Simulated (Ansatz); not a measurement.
## Heat carried by phonons in KBr (Fm-3m)

Aim: the lattice thermal conductivity of KBr against temperature, and which phonons carry it.

What experiment has found for this phase:
- thermal conductivity 3.4 W/m/K near room temperature (given in “Combining the AFLOW GIBBS and Elastic Libraries to efficiently and robustly screen thermo-mechanical properties of solids”, 2017, arXiv:1611.05714)
- thermal conductivity 3.4 W/m/K near room temperature (given in “Predicting the lattice thermal conductivity of solids by solving the Boltzmann transport equation: AFLOW - AAPL an automated, accurate and efficient framework”, 2017, arXiv:1611.05481)

Program: Ansatz 0.2.0. Level of theory: DFT r2SCAN, scalar-relativistic, plane waves, PAW. Results are calculated unless marked as measured.

**1. The starting structure**

It takes space group Fm-3m (No. 225, cubic). The conventional cell has a = 6.600 Å, b = 6.600 Å, c = 6.600 Å, α = 90.00°, β = 90.00°, γ = 90.00°. K has 6 Br at 3.30 Å nearest. Nearest to Br lie 6 K at 3.30 Å. Farther neighbours and most contacts between anions are not listed.

**2. Probe on a coarse mesh**

A cheap single point shows whether the cell is a metal or an insulator and how far it is from rest; that sets the k-mesh and the occupations of what follows.

Contents of input.yaml:

```yaml
crystal:
  lattice:
    - [0.0, 3.3, 3.3]
    - [3.3, 0.0, 3.3]
    - [3.3, 3.3, 0.0]
  atoms:
    - { symbol: K, position: [0.0, 0.0, 0.0] }
    - { symbol: Br, position: [0.5, 0.5, 0.5] }
kpoints:
  mp_grid: { grid: [6, 6, 6] }
hamiltonian:
  xc: r2scan
scf:
  occupations: { method: gaussian, width: 0.1 }
output:
  forces: true
  stress: true
  eigenvalues: true
```

The run is started by

```
> ansatz run input.yaml --threads 16 --pin off --max-ram 30720MiB --backend cpu --events-out ev --progress --plain --runs-dir out
```

Numbers of over 12 decimals in the logs are rounded to 6 here.

What it wrote:

```text
Engine: ansatz 0.2.0, aarch64-unknown-linux-gnu
Pseudopotentials: kind: paw
Pseudopotential: K, paw, valence charge 9, recommended cutoff 500 eV (meta_gga), K.paw.azcp
Pseudopotential: Br, paw, valence charge 7, recommended cutoff 500 eV (meta_gga), Br.paw.azcp
Functional definition: r2SCAN
  parameter k0 = 0.174
  parameter k1 = 0.065
  parameter a1 = 4.9479
  exchange = r2scan_x(k0 = k0, k1 = k1, a1 = a1)
  correlation = r2scan_c
Crystal: 2 atoms, lattice volume = 71.874 Å³
Basis set: ecut = 500 eV, 1837 PW (Γ), exchange–correlation on 144×144×144 points (64 copies of the dense FFT grid, shifted against one another)
Bands: 12, of which v1, the nominal top of the filled ones, is band 8 counted from 1 (7 counted from 0)
Symmetry: 48 space group operations
Space group: Fm-3m (ITA 225), of the structure as read, at distance tolerance 4.2e-5 Å
k-points: 16 of 216
Non-local potential: K, projectors of the file, l = 0: 3, l = 1: 2, l = 2: 2
Non-local potential: Br, projectors of the file, l = 0: 2, l = 1: 2, l = 2: 2
PAW form: soft (Blöchl's): semilocal exchange-correlation on the pseudo side does not see the compensation charge
PAW frozen core: K, regenerated for the run's functional (the file was generated under x = pbe(κ = 0.804, μ = 0.219515), c = pbe(β = 0.066725))
PAW frozen core: Br, regenerated for the run's functional (the file was generated under x = pbe(κ = 0.804, μ = 0.219515), c = pbe(β = 0.066725))
PAW one-centre angular grid: K, 302 points (default); XC on 160 Gauss nodes
PAW one-centre angular grid: Br, 302 points (default); XC on 160 Gauss nodes
Initial density: superposition of atomic densities (neutral atoms: chi_scale 0, normalization atom), corrected by the library's trained network
Initial wavefunctions: pseudopotential atomic-orbital guess
Functional: x = r2scan, c = r2scan; τ floored in thin density (d = 2e-4 eV/Å³)
SCF iter   1: F=—  HF=-4339.299693 eV  |F-HF|=—  |Δ(HF+E_count)|=         —  Δρ=2.50e-3  dr2=3.47e-3  dr2_τ=2.32e-3  ethr=1.77e-3  ⟨swp⟩=6.4  Hψ=1295  notcnv=0
preconditioner: auto → none  [insulator: Δε(μ)=5.160 eV  Ē_g=15.677 eV  σ=0.100 eV  W_gap=1.00  n_scr=14 (ndim 8)  ℏωp=16.4 eV  f_vac=0.061  D(μ)=0.00/eV (n_scr^D=0)  ε∞_Penn≈2.1]
SCF iter   2: F=—  HF=-4339.313103 eV  |F-HF|=—  |Δ(HF+E_count)|=   1.34e-2  Δρ=1.05e-3  dr2=2.84e-4  dr2_τ=6.30e-5  ethr=2.17e-5  ⟨swp⟩=2.0  Hψ=499  notcnv=0
SCF iter   3: F=—  HF=-4339.313197 eV  |F-HF|=—  |Δ(HF+E_count)|=   9.49e-5  Δρ=4.09e-4  dr2=4.07e-5  dr2_τ=5.16e-6  ethr=1.77e-6  ⟨swp⟩=2.3  Hψ=309  notcnv=0
SCF iter   4: F=—  HF=-4339.313220 eV  |F-HF|=—  |Δ(HF+E_count)|=   2.25e-5  Δρ=6.23e-5  dr2=8.95e-7  dr2_τ=5.65e-7  ethr=2.54e-7  ⟨swp⟩=2.0  Hψ=313  notcnv=0
iter 5 did not close the SCF: its close was put off for the readings that it lacked (scf_convergence_deferred on its scf_iter line)
SCF iter   5: F=-4339.313221 eV  HF=-4339.313221 eV  |F-HF|=2.36e-8  |Δ(HF+E_count)|=   1.48e-6  Δρ=5.87e-6  dr2=1.05e-8  dr2_τ=3.43e-9  ethr=5.59e-9  ⟨swp⟩=2.0  Hψ=300  notcnv=0
SCF iter   6: F=-4339.313221 eV  HF=-4339.313221 eV  |F-HF|=2.73e-11  |Δ(HF+E_count)|=   2.75e-8  Δρ=3.82e-7  dr2=8.31e-11  dr2_τ=1.58e-11  ethr=6.58e-11  ⟨swp⟩=2.1  Hψ=715  notcnv=0
SCF 1 converged in 6 iterations: F = -4339.313221 eV  dr2 = 8.31e-11
  greatest PAW one-centre occupation: 0.989 electrons in one spin orbital (limit 2), on the K atom at site 0 (counted from 0), in its partial waves of l = 0
SCF converged after 6 iterations
Free energy (F): -4339.313221 eV
Harris-Foulkes:  -4339.313221 eV  (|F-HF|=2.73e-11)
Internal energy: -4339.313221 eV  (E = F + TS)
E sigma→0 (E₀):  -4339.313221 eV
Fermi energy:    3.204175 eV
--- Per-component energies (eV) ---
  E_band       = -144.458674
  E_kinetic    = 388.911857
  E_local      = -838.300167  (includes V_loc(G=0)·N_el)
  E_nonlocal   = 82.401859
  E_hartree    = 271.717227
  E_xc         = -385.721282
  E_vxc        = -302.352891  (∫ρ·V_xc dr)
  E_paw        = -3057.982489  (= ΣΔE_a)
  E_vpaw       = -35.695361  (= ΣTr[D̂ρ^β])
  E_aug_tail   = -0.000003  (compensation charges beyond the density's cutoff)
  E_vtau       = 17.141490  (kinetic-family band-sum trace: ∫τ·v_τ [+ j·A + Jᵃ·Aᵃ] dr)
  E_ewald      = -799.985846
  E_core_change = -0.354379  (= ΣΔE_core)
  E_smearing   = -0.000000  (= −TS)
  E_closure    = 0.000000  (closes the sum)
  Σ components = -4339.313221   (vs F -4339.313221, Δ=0.00e0)
--- Forces (eV/Å), atoms counted from 1 ---
  atom   1  K     -0.00000000    -0.00000000     0.00000000
  atom   2  Br     0.00000000    -0.00000000     0.00000000
  max |Σ_I F_I| component: 1.77e-30 eV/Å
--- Stress (GPa, compression-positive) ---
        0.066269      -0.000000      -0.000000
       -0.000000       0.066269      -0.000000
        0.000000       0.000000       0.066269
  P = ⅓ Tr σ = 0.0663 GPa (0.663 kbar)
--- Band table (eV; the first three rows and the last of 16) ---
  k-point 0: bands = [... 4 lower, -10.8526, 0.6646, 0.6646, 0.6646, 5.7416, 8.8995, 8.8995, 8.8995]
  k-point 1: bands = [... 4 lower, -10.7874, 0.3103, 0.5772, 0.5772, 6.3927, 8.7173, 9.2375, 9.2375]
  k-point 2: bands = [... 4 lower, -10.6675, -0.2607, 0.4124, 0.4124, 7.4586, 8.9845, 10.1426, 10.1426]
  k-point 15: bands = [... 4 lower, -10.7913, -0.0490, 0.1935, 0.2136, 7.7772, 9.4291, 9.5419, 10.7589]
```

Run time: 0.87 s. Hardware: 16 threads of Arm Neoverse N1, shared host; peak memory 0.54 GiB; 7.1 s of CPU time.

Reading the cycles: dr2 is the Hartree energy of the density residual (eV), the measure of convergence; HF is the Harris–Foulkes estimate of the energy, which meets the free energy F at convergence.

This step gave:

```
pressure          : 0.06627 GPa
gap on the k-mesh : 5.077 eV
volume per atom   : 35.94 Å³
```

The start is under 0.066 GPa at this level and looks like an insulator or semiconductor on this mesh.

**3. Relaxation**

Phonons are second derivatives about a minimum, so cell and atoms are relaxed first, inside the symmetry of the start.

input.yaml, the sections that differ from step 2:

```yaml
scf:
  occupations: { method: gaussian, width: 0.02 }
output:
  forces: true
  stress: true
  eigenvalues: true
  write_density: true
  write_potential: true
  elf: true
  volumetric_format: npy
relax:
  adjacent_minimum: "off"
  f_tol: 0.005
  max_steps: 80
  cell: { stress_tol: 0.05 }
# crystal, kpoints, hamiltonian: as in step 2
```

What it wrote:

```text
[...]
Crystal: 2 atoms, lattice volume = 71.874 Å³
Basis set: ecut = 500 eV, 1837 PW (Γ), exchange–correlation on 144×144×144 points (64 copies of the dense FFT grid, shifted against one another)
Bands: 12, of which v1, the nominal top of the filled ones, is band 8 counted from 1 (7 counted from 0)
Symmetry: 48 space group operations
[...]
k-points: 16 of 216
[...]
SCF iter   1: F=—  HF=-4339.299689 eV  |F-HF|=—  |Δ(HF+E_count)|=         —  Δρ=2.50e-3  dr2=3.47e-3  dr2_τ=2.32e-3  ethr=1.77e-3  ⟨swp⟩=7.2  Hψ=1404  notcnv=0
[...]
SCF iter   6: F=-4339.313221 eV  HF=-4339.313221 eV  |F-HF|=3.09e-11  |Δ(HF+E_count)|=   2.73e-8  Δρ=3.81e-7  dr2=8.26e-11  dr2_τ=1.59e-11  ethr=6.58e-11  ⟨swp⟩=6.0  Hψ=1160  notcnv=0
SCF 1 converged in 6 iterations: F = -4339.313221 eV  dr2 = 8.26e-11
[...]
relax step   1: F+E_penalty+E_count = -4339.31322148 eV  Δ(F+E_penalty+E_count) = +0.000e0 eV  max|allowed force component| = 1.169e-29 eV/Å  Δτ_max = 0.0000 Å  P = +0.066 GPa  Ω = 71.874 Å³  (6 SCF iters, dr2 threshold 1.00e-7 eV, accepted)
Crystal: 2 atoms, lattice volume = 72.020 Å³
[...]
iter 1 solved again at ethr=7.36e-9 eV; its pass at ethr=3.10e-3 eV (dr2=1.18e-6 eV) is discarded
[...]
SCF iter   5: F=-4339.313251 eV  HF=-4339.313251 eV  |F-HF|=6.92e-10  |Δ(HF+E_count)|=   2.64e-8  Δρ=5.33e-7  dr2=2.93e-10  dr2_τ=1.29e-10  ethr=6.86e-11  ⟨swp⟩=6.6  Hψ=1204  notcnv=0
SCF 2 converged in 5 iterations: F = -4339.313251 eV  dr2 = 2.93e-10
relax step   2: F+E_penalty+E_count = -4339.31325076 eV  Δ(F+E_penalty+E_count) = -2.928e-5 eV  max|allowed force component| = 2.419e-29 eV/Å  Δτ_max = 0.0000 Å  P = +0.033 GPa  Ω = 72.020 Å³  energy of the carried Pulay correction = -1.603e-5 eV  (5 SCF iters, dr2 threshold 1.10e-8 eV, accepted)
[...]
SCF iter   1: F=—  HF=-4339.313266 eV  |F-HF|=—  |Δ(HF+E_count)|=         —  Δρ=2.32e-6  dr2=1.63e-9  dr2_τ=2.71e-9  ethr=1.06e-6  ⟨swp⟩=3.2  Hψ=1902  notcnv=0
eigensolver tolerance schedule: the retry pair's looser diagonalisation over-reported the residual by 103874.78 of it (diagonalisation noise at an unbounded share of the residual, at the tolerance the schedule requests for it); recorded, not acted on — ethr = c·dr2/N_el stays at c = 1.0e-1
[...]
SCF iter   2: F=—  HF=-4339.313268 eV  |F-HF|=—  |Δ(HF+E_count)|=   1.75e-6  Δρ=1.38e-6  dr2=2.82e-10  dr2_τ=4.44e-10  ethr=1.02e-11  ⟨swp⟩=4.3  Hψ=528  notcnv=0
[...]
SCF iter   4: F=-4339.313268 eV  HF=-4339.313268 eV  |F-HF|=3.64e-12  |Δ(HF+E_count)|=  2.22e-10  Δρ=1.16e-7  dr2=7.80e-12  dr2_τ=2.93e-12  ethr=1.00e-12  ⟨swp⟩=6.6  Hψ=965  notcnv=0
SCF 3 converged in 4 iterations: F = -4339.313268 eV  dr2 = 7.80e-12
relax step   3: F+E_penalty+E_count = -4339.31326798 eV  Δ(F+E_penalty+E_count) = -1.722e-5 eV  max|allowed force component| = 2.833e-29 eV/Å  Δτ_max = 0.0000 Å  P = +0.034 GPa  Ω = 72.020 Å³  stress off target by 3.36e-2 GPa  SCF on the basis re-selected at this cell (its energy is not comparable with the rows above)  (4 SCF iters)
basis re-selected at this cell: Δ(F+E_penalty+E_count) = -1.722e-5 eV, ΔP = +0.000 GPa vs the last step (what re-selecting the basis moved, of the pressure what is left beyond the Pulay correction that the steps carried, after the strain that the cell walked since its last selection, with what the two solves' SCF thresholds leave and, on support functions, any second-order correction that the steps lacked; it is no m [...]
SCF converged after 4 iterations
Free energy (F): -4339.313268 eV
[...]
Internal energy: -4339.313268 eV  (E = F + TS)
E sigma→0 (E₀):  -4339.313268 eV
Fermi energy:    3.186637 eV
[...]
--- Stress (GPa, compression-positive) ---
        0.033602      -0.000000      -0.000000
       -0.000000       0.033602      -0.000000
       -0.000000      -0.000000       0.033602
  P = ⅓ Tr σ = 0.0336 GPa (0.336 kbar)
--- Band table (eV; the first three rows and the last of 16) ---
  k-point 0: bands = [... 4 lower, -10.8704, 0.6509, 0.6509, 0.6509, 5.7222, 8.8857, 8.8857, 8.8857]
  k-point 1: bands = [... 4 lower, -10.8055, 0.2979, 0.5640, 0.5640, 6.3721, 8.7029, 9.2230, 9.2230]
  k-point 2: bands = [... 4 lower, -10.6862, -0.2711, 0.4001, 0.4001, 7.4389, 8.9658, 10.1262, 10.1262]
  k-point 15: bands = [... 4 lower, -10.8093, -0.0607, 0.1817, 0.2012, 7.7637, 9.4071, 9.5228, 10.7373]
--- Relaxed structure (2 steps of the walk, 2 accepted, 1 SCFs on fresh bases) ---
  F+E_penalty+E_count = -4339.31326798 eV   max|allowed force component| = 2.833e-29 eV/Å   (the final SCF, on the basis selected at the relaxed cell)
  cell:  # Å, volume = 72.0195 Å³
    - [0, 3.302226, 3.302226]
    - [3.302226, 0, 3.302226]
    - [3.302226, 3.302226, 0]
  atoms:
    - { symbol: K, position: [0, 0, 0] }
    - { symbol: Br, position: [0.500000, 0.500000, 0.500000] }
```

Wall time 2.4 s (16 threads); peak memory 0.57 GiB; 22 s of CPU time.

Little changed from the start: no atom moved by 0.005 Å and no cell edge by 0.1 %.

Numbers from this step:

```
pressure          : 0.03360 GPa
gap on the k-mesh : 5.071 eV
volume per atom   : 36.01 Å³
```

ELF in the ac plane of the conventional cell at fractional y = 0.000, with atoms of K and Br within 0.2 Å of it. It is the smooth field of the valence electrons, not physical close to the nuclei.

Ten even steps from '0' (0.01) to '9' (0.86), each cell a mean:
```
898217982169930699
996106998899830489
652004899998620146
100001467765300000
332100001110000233
987510012320003689
999720268984005899
489830599998216996
049931698799317981
169930699898217982
899830489996106998
998620146652004899
765300000100001467
110000233332100001
320003689987510012
984005899999720268
998216996489830599
799317981049931698
```
Columns run along a (6.6 Å), rows up along c (6.6 Å), edges of the conventional cell, whose origin can differ from the input's. Atoms in or near the plane, at fractional coordinates: K at (0.00, 0.00), K at (0.50, 0.50), Br at (0.50, 0.00), Br at (0.00, 0.50).

Valence density in the ac plane of the conventional cell at fractional y = 0.000, with atoms of K and Br within 0.2 Å of it. It is the smooth field of the valence electrons, not physical close to the nuclei.

Ten even steps from '0' (0.0 e/Å³) to '9' (4.1 e/Å³), each cell a mean:
```
962000121121000048
530000012221000014
100000001110000000
000000000000000000
000000000000000000
000000000000000000
210000002210000011
221000036741000122
022000159972000121
121000048962000121
221000014530000012
110000000100000001
000000000000000000
000000000000000000
000000000000000000
210000011210000002
741000122221000036
972000121022000159
```
Columns run along a (6.6 Å), rows up along c (6.6 Å), edges of the conventional cell, whose origin can differ from the input's. Atoms in or near the plane, at fractional coordinates: K at (0.00, 0.00), K at (0.50, 0.50), Br at (0.50, 0.00), Br at (0.00, 0.50).

Electrostatic potential energy in the ac plane of the conventional cell at fractional y = 0.000, with atoms of K and Br within 0.2 Å of it. With pseudopotentials it is smooth inside the atoms' cores, unlike the true potential.

Values in eV, 10 rows by 16 columns, each cell a mean:
```
-38 -25  -3   4   6   3 -22 -55 -59 -39  -2   5   5   1 -15 -35
 -3   0   4   6   7   6   4  -1  -3   2   6   7   6   5   2  -2
  5   6   6   7   7   6   6   5   5   5   6   7   7   7   6   5
-14  -3   5   7   6   4  -1  -8 -10  -4   3   5   6   6   1 -11
-66 -49  -5   5   5   0 -20 -41 -44 -31  -5   4   6   2 -30 -63
-59 -39  -2   5   5   1 -15 -35 -38 -25  -3   4   6   3 -22 -55
 -3   2   6   7   6   5   2  -2  -3   0   4   6   7   6   4  -1
  5   5   6   7   7   7   6   5   5   6   6   7   7   6   6   5
-10  -4   3   5   6   6   1 -11 -14  -3   5   7   6   4  -1  -8
-44 -31  -5   4   6   2 -30 -63 -66 -49  -5   5   5   0 -20 -41
```
Columns run along a (6.6 Å; values clipped at the 3rd and 97th percentile), rows up along c (6.6 Å), edges of the conventional cell, whose origin can differ from the input's. Atoms in or near the plane, at fractional coordinates: K at (0.00, 0.00), K at (0.50, 0.50), Br at (0.50, 0.00), Br at (0.00, 0.50).

**4. Relaxing to small residual forces and stress**

The thresholds are tightened for a last relaxation ahead of the phonons, and where mesh or smearing change with them the cell follows.

Contents of input.yaml:

```yaml
crystal:
  lattice:
    - [0.0, 3.3022256581, 3.3022256581]
    - [3.3022256581, 0.0, 3.3022256581]
    - [3.3022256581, 3.3022256581, 0.0]
  atoms:
    - { symbol: K, position: [0.0, 0.0, 0.0] }
    - { symbol: Br, position: [0.5, 0.5, 0.5] }
kpoints:
  mp_grid: { grid: [6, 6, 6] }
hamiltonian:
  xc: r2scan
scf:
  occupations: { method: fixed }
output:
  forces: true
  stress: true
  eigenvalues: true
relax:
  adjacent_minimum: "off"
  f_tol: 0.001
  max_steps: 60
  cell: { stress_tol: 0.01 }
```

What it wrote:

```text
[...]
Crystal: 2 atoms, lattice volume = 72.020 Å³
Basis set: ecut = 500 eV, 1837 PW (Γ), exchange–correlation on 144×144×144 points (64 copies of the dense FFT grid, shifted against one another)
Bands: 12, of which v1, the nominal top of the filled ones, is band 8 counted from 1 (7 counted from 0)
Symmetry: 48 space group operations
[...]
k-points: 16 of 216
[...]
k-point 15: bands = [... 4 lower, -10.8280, -0.0728, 0.1694, 0.1885, 7.7498, 9.3844, 9.5031, 10.7151]
--- Relaxed structure (3 steps of the walk, 3 accepted, 1 SCFs on fresh bases) ---
[...]
cell:  # Å, volume = 72.1703 Å³
    - [0, 3.304528, 3.304528]
    - [3.304528, 0, 3.304528]
    - [3.304528, 3.304528, 0]
  atoms:
    - { symbol: K, position: [0, 0, 0] }
    - { symbol: Br, position: [0.5, 0.5, 0.5] }
[key lines of the parts left out:]
SCF converged after 5 iterations
Free energy (F): -4339.313289 eV
Fermi energy:    0.636899 eV
P = ⅓ Tr σ = 0.0002 GPa (0.002 kbar)
```

Elapsed: 2.8 s, on 16 threads; peak memory 0.56 GiB.

Little changed from the start: no atom moved by 0.005 Å and no cell edge by 0.1 %.

This step gave:

| Property | Result |
| --- | --- |
| pressure | 1.66e-4 GPa |
| gap on the k-mesh | 5.065 eV |
| volume per atom | 36.09 Å³ |

The residual pressure is 1.7e-4 GPa, small enough for phonons.

(Part 1 of 2 ends here.)

[Logs are printed without paths, hosts, clocks, repeated set-up lines and the standing remarks that a program may print on its own settings, such as how far it seeks lower states.]

[Hosts, paths, dates, database ids (printed as entryN), source tags and the programs' standing remarks are cut or masked in the printed files.]

[A step with changed settings may run another functional than the one named; its input shows which.]
